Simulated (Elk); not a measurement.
## Optical response of Al

Aim: the dielectric function of Al, and the optical constants that follow from it.

Calculated with Elk 11.2.3 (patched build); DFT, PBE, all-electron APW+lo, Dirac cores, scalar-relativistic bands, independent-particle optical response without local fields.

## Step 1: The starting structure

It takes space group Fm-3m (No. 225, cubic). The conventional cell has a = 4.050 Å, b = 4.050 Å, c = 4.050 Å, α = 90.00°, β = 90.00°, γ = 90.00°. Nearest to Al lie 12 Al at 2.86 Å.

## Step 2: Ground state

First the ground state: is it a metal or has it a gap?

This step: DFT, PBE, all-electron APW+lo, Dirac cores, scalar-relativistic bands, ground state (Elk 11.2.3 (patched build)).

Input file elk.in:

```
tasks
  0
  120

xctype
  20

nempty
  10

lorbcnd
  .true.

rgkmax
  7.0

swidth
  0.0018375

maxscl
  100

epsengy
  1e-05

sppath
  './'

avec
  0.000000000000 3.826326905773 3.826326905773
  3.826326905773 0.000000000000 3.826326905773
  3.826326905773 3.826326905773 0.000000000000

atoms
  1
  'Al.in'
  1
  0.000000000000 0.000000000000 0.000000000000   0.000 0.000 0.000

ngridk
  17 17 17
```

Started as:

```
> OMP_NUM_THREADS=4 elk
```

The program printed:

```text
┌─────────────────────────┐
│ Elk code version 11.2.3 │
└─────────────────────────┘

All units are atomic (Hartree, Bohr, etc.)

┌─────────────────────────────────────────────────┐
│ Ground-state run starting from atomic densities │
└─────────────────────────────────────────────────┘

Lattice vectors :
   0.000000000       3.826326906       3.826326906
   3.826326906       0.000000000       3.826326906
   3.826326906       3.826326906       0.000000000

Reciprocal lattice vectors :
 -0.8210465888      0.8210465888      0.8210465888
  0.8210465888     -0.8210465888      0.8210465888
  0.8210465888      0.8210465888     -0.8210465888

Unit cell volume      :    112.0408024
Brillouin zone volume :    2.213927498

Muffin-tin inner radius fraction :   0.1000000000E-01

Nuclei treated as point charges

Species : 1 (Al)
 parameters loaded from : Al.in
 name : aluminium
 nuclear charge    :   -13.00000000
 electronic charge :    13.00000000
 atomic mass :    49184.33496
 muffin-tin radius :    2.200000000
 number of radial points in muffin-tin :    793
 inner part over the whole radius :   0.9821194981E-02
 number on inner part of muffin-tin    :    552
 approximate nuclear radius :   0.5839653600E-04
 number of mesh points to nuclear radius :    244
 atomic positions (lattice), magnetic fields (Cartesian) :
  1 :   0.00000000  0.00000000  0.00000000    0.00000000  0.00000000  0.00000000

Total number of atoms per unit cell :    1
Total muffin-tin volume :    44.60223810
 ratio of muffin-tin to unit cell volume :   0.3980892419

Spin treatment :
 spin-unpolarised

Number of Bravais lattice symmetries :   48
Number of crystal symmetries         :   48
Crystal has inversion symmetry
Real symmetric eigensolver will be used

k-point grid :     17    17    17
k-point offset :    0.000000000       0.000000000       0.000000000
k-point set is reduced with full crystal symmetry group
Total number of k-points :      165

Muffin-tin radius times maximum |G+k| :    7.000000000
 using average radius
Maximum |G+k| for APW functions       :    3.181818182
Maximum (1/2)|G+k|²                   :    5.061983471
Maximum |G| for potential and density :    12.00000000
Constant for pseudocharge density :    7
 order of it for each species :   14
 order of it for pair densities of each species (exact exchange by exxq0 0: 14) :   10
Radial integration step length :    1

G-vector grid sizes :     21    21    21
Number of G-vectors :     3287

Maximum angular momentum used for
 APW functions            :    8
 outer part of muffin-tin :    6
 inner part of muffin-tin :    2

Total nuclear charge    :   -13.00000000
Total core charge       :    4.000000000
Total valence charge    :    9.000000000
Total excess charge     :    0.000000000
Total electronic charge :    13.00000000

Effective Wigner radius, rₛ :    1.271885696

Number of empty states         :     10
Total number of valence states :     15
Total number of core states    :      4

Conduction state local-orbitals added automatically
Third-order local-orbitals added for an l without core states : F
Total number of local-orbitals :     56

Exchange-correlation functional :     20     0     0
 Perdew-Burke-Ernzerhof, Phys. Rev. Lett. 77, 3865 (1996)
 gradient requirement :    1
 generalised gradient approximation (GGA)

Smearing type :    3
 Fermi-Dirac
Smearing width :   0.1837500000E-02
Effective electronic temperature (K) :    580.2366081

Mixing type :    3
 Broyden mixing, J. Phys. A: Math. Gen. 17, L317 (1984)

Kohn-Sham potential initialised from atomic data

┌──────────────────────────────┐
│ Self-consistent loop started │
└──────────────────────────────┘

┌─────────────────┐
│ Loop number : 1 │
└─────────────────┘

Energies :
 Fermi                       :     0.209803
 sum of occupied eigenvalues :     -130.07850190171
 electron kinetic            :      243.17067189861
 core electron kinetic       :      180.95459672121
 Coulomb                     :     -467.47540366320
 Coulomb potential           :     -348.91717694288
 nuclear-nuclear             :     -50.625686
 electron-nuclear            :     -485.94946869256
 Hartree                     :      69.099751
 Madelung                    :     -293.01681519176
 xc potential                :     -24.331997
 exchange                    :     -18.117938
 correlation                 :    -0.514282
 electron entropic           :    -0.136082E-03
 total energy                :     -242.93708742096

Density of states at Fermi energy :    13.10601225
 (states/Hartree/unit cell)

Estimated indirect band gap :   0.3166906692E-03
 from k-point 163 to k-point 138
Estimated direct band gap   :   0.2113214944E-01
 at k-point 163

Charges :
 core                        :    4.000000000
 valence                     :    9.000000000
 interstitial                :    1.806970277
 muffin-tins (core leakage)
  species : 1 (Al)
   atom 1                    :    11.19302972     (  0.4877399520E-03)
 total in muffin-tins        :    11.19302972
 total calculated charge     :    12.99950798
 total charge                :    13.00000000
 error                       :   0.4920186404E-03

┌─────────────────┐
│ Loop number : 2 │
└─────────────────┘

Energies :
 Fermi                       :     0.210318
 sum of occupied eigenvalues :     -130.07499958977
 electron kinetic            :      243.01724871710
 core electron kinetic       :      180.89148454231
 Coulomb                     :     -467.47571307458
 Coulomb potential           :     -348.91665653273
 nuclear-nuclear             :     -50.625686
 electron-nuclear            :     -485.95058421922
 Hartree                     :      69.100557
 Madelung                    :     -293.01738480821
 xc potential                :     -24.175592
 exchange                    :     -18.118007
 correlation                 :    -0.514280
 electron entropic           :    -0.136098E-03
 total energy                :     -243.09088764048

Density of states at Fermi energy :    13.10789023
 (states/Hartree/unit cell)

Estimated indirect band gap :   0.3138946890E-03
 from k-point 163 to k-point 138
Estimated direct band gap   :   0.2113325714E-01
 at k-point 163

Charges :
 core                        :    4.000000000
 valence                     :    9.000000000
 interstitial                :    1.806837307
 muffin-tins (core leakage)
  species : 1 (Al)
   atom 1                    :    11.19316269     (  0.4875367980E-03)
 total in muffin-tins        :    11.19316269
 total calculated charge     :    12.99950819
 total charge                :    13.00000000
 error                       :   0.4918127884E-03

RMS change in Kohn-Sham potential (target) :   0.8146415707     (  0.1000000000E-05)
Absolute change in total energy (target)   :   0.1538002195     (  0.1000000000E-04)

[... 10 loops left out ...]

┌──────────────────┐
│ Loop number : 13 │
└──────────────────┘

Energies :
 Fermi                       :     0.268693
 sum of occupied eigenvalues :     -129.61659518707
 electron kinetic            :      243.28814445211
 core electron kinetic       :      180.91340881802
 Coulomb                     :     -467.47314193526
 Coulomb potential           :     -348.84925901965
 nuclear-nuclear             :     -50.625686
 electron-nuclear            :     -486.01079402183
 Hartree                     :      69.163338
 Madelung                    :     -293.04851242544
 xc potential                :     -24.055481
 exchange                    :     -18.122554
 correlation                 :    -0.514094
 electron entropic           :    -0.136853E-03
 total energy                :     -242.82178204511

Density of states at Fermi energy :    13.15984777
 (states/Hartree/unit cell)

Estimated indirect band gap :   0.1574694385E-02
 from k-point 75 to k-point 74
Estimated direct band gap   :   0.3441222488E-01
 at k-point 74

Charges :
 core                        :    4.000000000
 valence                     :    9.000000000
 interstitial                :    1.793441390
 muffin-tins (core leakage)
  species : 1 (Al)
   atom 1                    :    11.20655861     (  0.4682852290E-03)
 total in muffin-tins        :    11.20655861
 total calculated charge     :    12.99952771
 total charge                :    13.00000000
 error                       :   0.4722865010E-03

RMS change in Kohn-Sham potential (target) :   0.2071288622E-07 (  0.1000000000E-05)
Absolute change in total energy (target)   :   0.6776443030E-05 (  0.1000000000E-04)

Convergence targets achieved

┌──────────────────┐
│ Loop number : 14 │
└──────────────────┘

Energies :
 Fermi                       :     0.268693
 sum of occupied eigenvalues :     -129.61659532068
 electron kinetic            :      243.28814446118
 core electron kinetic       :      180.91340881419
 Coulomb                     :     -467.47314189665
 Coulomb potential           :     -348.84925897940
 nuclear-nuclear             :     -50.625686
 electron-nuclear            :     -486.01079398673
 Hartree                     :      69.163338
 Madelung                    :     -293.04851240695
 xc potential                :     -24.055481
 exchange                    :     -18.122554
 correlation                 :    -0.514094
 electron entropic           :    -0.136853E-03
 total energy                :     -242.82178199643

Density of states at Fermi energy :    13.15984774
 (states/Hartree/unit cell)

Estimated indirect band gap :   0.1574694337E-02
 from k-point 75 to k-point 74
Estimated direct band gap   :   0.3441222429E-01
 at k-point 74

Charges :
 core                        :    4.000000000
 valence                     :    9.000000000
 interstitial                :    1.793441385
 muffin-tins (core leakage)
  species : 1 (Al)
   atom 1                    :    11.20655861     (  0.4682852227E-03)
 total in muffin-tins        :    11.20655861
 total calculated charge     :    12.99952771
 total charge                :    13.00000000
 error                       :   0.4722864943E-03

┌──────────────────────────────┐
│ Self-consistent loop stopped │
└──────────────────────────────┘

Warning : core states of species 1 leak from the muffin-tin :   0.4682852227E-03

Wrote STATE.OUT
```

Wall time 4.6 s (4 threads of Arm Neoverse V2, shared host); peak memory 0.06 GiB; 13 s of CPU time.

Read from the output:

| Quantity | Value |
| --- | --- |
| total energy | -242.8 Ha |
| Fermi energy | 7.312 eV |
| DOS at the Fermi level | 0.4836 states/eV/cell |

There are states at the Fermi level within the smearing, so the occupations stay smeared and the carriers get a Drude term.

## Step 3: Independent particles

The spectrum is a sum over vertical transitions between filled and empty bands at the fixed density, so many empty bands are needed.

This step: DFT, PBE, all-electron APW+lo, Dirac cores, scalar-relativistic bands, independent-particle optical response without local fields (Elk 11.2.3 (patched build)).

elk.in, as its differences from that of step 2:

```diff
@@ -1,4 +1,9 @@
 tasks
-  0
-  120
+  121
+
+optcomp
+  1 1
+
+intraband
+  .true.
 
@@ -17,9 +22,7 @@
 swidth
-  0.0018375
+  0.0055124
 
-maxscl
-  100
-
-epsengy
-  1e-05
+wplot
+  400 100 0
+  0.0 0.51449
```

Started as:

```
> OMP_NUM_THREADS=4 elk
```

The program printed:

```text
┌─────────────────────────────────┐
│ Elk code version 11.2.3 started │
└─────────────────────────────────┘

Info(readinput): the functional depends on the density's gradient
 muffin-tin radial points multiplied by    2.00000
 (not where nrmtscf is given)

┌────────────────────┐
│ Current task : 121 │
└────────────────────┘

Info(dielectric):
 dielectric tensor written to EPSILON_ij.OUT
 optical conductivity written to SIGMA_ij.OUT
 plasma frequency written to PLASMA_ij.OUT
 for components
  i = 1, j = 1

┌──────────────────┐
│ Elk code stopped │
└──────────────────┘
```

It took 0.87 s on 4 threads; peak memory 0.04 GiB; 3.2 s of CPU time.

Read from the output:

- Drude plasma energy, first axis: 12.18 eV

Sum at mesh points, not converged in k. Im ε, E ∥ x against photon energy; read off at these points:

photon energy (eV), Im ε, E ∥ x and a bar:
```
      0.5        172 ##############################
      1.0         47 ########
      1.5         57 ##########
      2.0         13 ##
      2.5         24 ####
      3.0          4 #
      3.5          2 
      4.0          2 
      4.5          2 
      5.0          1 
      5.5          0 
      6.0          1 
      6.5          1 
      7.0          0 
      7.5          0 
      8.0          0 
      8.5          0 
      9.0          0 
      9.5          0 
     10.0          0 
     10.5          0 
     11.0          0 
     11.5          0 
     12.0          0 
     12.5          0 
     13.0          0
```

Values under 1 per cm are given as 1; sum at mesh points, not converged in k. Absorption coefficient, E ∥ x against photon energy:

photon energy (eV), log10 absorption coefficient, E ∥ x (1/cm) and a bar from the least value:
```
    0.490        6.1 #####################
    1.015        6.0 ###################
    1.505        6.1 ###########################
    1.995        6.1 #########################
    2.485        6.2 #############################
    3.010        6.2 ##############################
    3.500        6.2 ############################
    3.990        6.1 #########################
    4.515        6.2 ##############################
    5.005        6.2 ############################
    5.495        6.1 ##########################
    5.985        6.1 ########################
    6.510        6.2 ###########################
    7.000        6.1 #########################
    7.490        6.1 ########################
    8.015        6.1 #######################
    8.505        6.1 #######################
    8.995        6.1 ######################
    9.485        6.1 #####################
   10.010        6.0 ###################
   10.500        6.0 ###################
   10.990        6.0 ################
   11.515        6.0 ##############
   12.005        5.9 ###########
   12.495        5.9 ##########
   12.985        5.9 ######
   13.510        5.8
```

Sum at mesh points, not converged in k. Table of loss function −Im 1/ε at q → 0, E ∥ x by energy loss; read off at these points:

energy loss (eV), loss function −Im 1/ε at q → 0, E ∥ x and a bar:
```
      0.5       0.00 
      1.0       0.00 
      1.5       0.01 
      2.0       0.01 
      2.5       0.02 
      3.0       0.01 
      3.5       0.01 
      4.0       0.02 #
      4.5       0.02 
      5.0       0.01 
      5.5       0.01 
      6.0       0.04 #
      6.5       0.02 #
      7.0       0.02 #
      7.5       0.03 #
      8.0       0.07 ##
      8.5       0.04 #
      9.0       0.04 #
      9.5       0.05 #
     10.0       0.13 ####
     10.5       0.10 ###
     11.0       0.12 ####
     11.5       0.14 ####
     12.0       0.38 ###########
     12.5       0.37 ###########
     13.0       0.56 ################
     13.5       1.03 ##############################
```

Sum at mesh points, not converged in k. Table of reflectivity at normal incidence, E ∥ x by photon energy; read off at these points:

```tsv
photon energy (eV)	reflectivity at normal incidence, E ∥ x (%)
0.500	97.3
0.750	96.5
1.000	93.4
1.250	88.7
1.500	87.7
1.750	92.1
2.000	91.6
2.250	85.3
2.500	81.9
2.750	90.9
3.000	93.9
3.250	95.0
3.290	95.1
3.500	94.6
3.750	93.4
4.000	88.5
4.250	79.9
4.500	90.1
4.750	93.5
5.000	94.4
5.250	95.1
5.500	94.6
5.750	93.1
6.000	86.7
6.250	83.1
6.500	91.9
6.750	94.0
7.000	94.8
7.070	94.9
7.250	94.3
7.500	93.9
7.750	92.2
8.000	85.8
8.250	87.1
8.500	92.5
8.750	93.3
8.855	93.4
9.000	92.9
9.250	92.1
9.500	93.1
9.750	91.6
10.000	85.9
10.250	86.2
10.500	90.5
10.750	92.3
11.000	90.7
11.250	90.4
11.500	91.5
11.750	89.8
12.000	83.7
12.250	81.8
12.500	86.6
12.750	88.7
13.000	87.2
13.250	85.9
13.500	86.4
13.750	82.3
```

At chosen wavelengths:

```tsv
wavelength (nm)	n	k	R (%)	1/α
1064	2.20	9.407	91.1	9.0 nm
633	1.06	6.834	91.7	7.4 nm
532	1.69	5.157	80.1	8.2 nm
450	0.84	5.823	91.0	6.2 nm
405	0.38	4.979	94.3	6.5 nm
365	0.25	4.246	94.9	6.8 nm
308	0.39	3.259	87.5	7.5 nm
```

A polished face would reflect 86 % of daylight and look faintly pink-red (CIE x = 0.317, y = 0.320 under D65).

## Step 4: What came out

| Property | Result |
| --- | --- |
| Drude plasma energy, first axis | 12.2 eV |

At this level (PBE, independent particles) Al is a metal with a Drude plasma energy of 12.2 eV. The mesh is too coarse to trust the carriers' weight, the reflectivity or the colour to better than tens of per cent. A polished face would reflect 86 % of daylight and look faintly pink-red (CIE x = 0.317, y = 0.320 under D65). The carriers' damping of 0.15 eV is typed, not computed; at 0.8 eV the carriers give 77 % of Im ε, the rest is interband. The sum runs over mesh points 0.16 Å⁻¹ apart with no interpolation, so peaks are partly noise of the mesh, and the Drude plasma energy, a sum over the Fermi surface, isn't converged.

[Long decimals in the printed logs are rounded to 6 places.]

[Machine, clock and banner lines and Python warnings are left out of the logs.]

[Logs are printed without paths, hosts, clocks, repeated set-up lines and the standing remarks that a program may print on its own settings, such as how far it seeks lower states.]

[Hosts, paths, dates, database ids (printed as entryN), source tags and the programs' standing remarks are cut or masked in the printed files.]

[Where Elk ran, warnings of its patched build on accuracy (core leakage, angular cutoffs, spin-orbit splittings, empty states, lower magnetic states) are left out.]

[Where the starting crystal was built by hand or by swapping elements, it need not be the compound's stable phase.]

[The count of steps not shown may lack steps that the program refused or didn't finish.]
